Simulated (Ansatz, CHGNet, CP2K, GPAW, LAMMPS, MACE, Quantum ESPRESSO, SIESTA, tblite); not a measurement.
# Which run comes nearest? Glassy 25SiO2-50B2O3-12CaO-12Na2O (mol %) (62 atoms)

Density of this cell: 2.40 g/cm³. The cell holds 62 atoms: 4 Si, 16 B, 2 Ca, 4 Na and 36 O. Its edges and angles: a = 8.940 Å, b = 8.940 Å, c = 8.940 Å, α = 90.0°, β = 90.0°, γ = 90.0°. 62 atoms (4 Si, 16 B, 2 Ca, 4 Na, 36 O) placed at random at 2.2 g/cm³, melted at 3000 K for 20 ps at fixed volume with the Buckingham and Coulomb pair potential of Guillot and Sator (Geochim. Cosmochim. Acta 71, 1249 (2007)) with the boron terms of Wang et al. (J. Non-Cryst. Solids 498, 294 (2018)). Quenched from 3000 K to 300 K at 20 K/ps and fixed volume, held 10 ps at zero pressure.

Geometry: as built.

The reference, a calculation:

```
method                                           : Kohn-Sham DFT, PBE, SSSP efficiency 1.3.0 pseudopotentials, plane waves (Quantum ESPRESSO 7.5); sssp-pbe-1.3.0-efficiency, cutoffs 60/480 Ry, Γ point
r.m.s. force component                           : 1.039 eV/Å
longest force                                    : 4.019 eV/Å
pressure                                         : -1.005 GPa
gap (highest filled to lowest empty level) : 3.773 eV
time                                             : 2.6 min on 2 MPI ranks of Arm Neoverse V1, shared host
CPU time                                         : 5.3 min
```

Runs, in no order:
A. SIESTA PBE, DZP, shift 0.01 Ry, mesh 500 Ry: Kohn-Sham DFT, PBE, PseudoDojo 0.4.1 norm-conserving pseudopotentials (converted to PSML), numerical atomic orbitals (DZP), diagonalisation
B. tblite GFN1-xTB: GFN1-xTB tight binding, diagonalisation
C. CP2K PBE, DZVP-UZH, 1200/50 Ry, diagonalisation: Kohn-Sham DFT, PBE, GTH-PBE pseudopotentials, Gaussian and plane waves, DZVP-MOLOPT (UZH set), diagonalisation

**Question.** Rank the runs by how far their forces lie from the reference's, least first.

C, A, B.

```csv
run,"Δ force, r.m.s. (meV/Å)",share of r.m.s. force (%),CPU time
"C. CP2K PBE, DZVP-UZH, 1200/50 Ry, diagonalisation",111,10.6,5.2 min
"A. SIESTA PBE, DZP, shift 0.01 Ry, mesh 500 Ry",162,15.6,4.3 min
B. tblite GFN1-xTB,405,39.0,3.3 s
```

Periodic xTB results under one method name differ between programs and library versions. The network of bonds at the start is that of the classical potential that made the cell, and needn't be the one that DFT or experiment would give. The electronic-structure runs sample only Γ, in a cell whose shortest periodic width is 9 Å.

[Logs are printed without paths, hosts, clocks, repeated set-up lines and the standing remarks that a program may print on its own settings, such as how far it seeks lower states.]

[Hosts, paths, dates, database ids (printed as entryN), source tags and the programs' standing remarks are cut or masked in the printed files.]
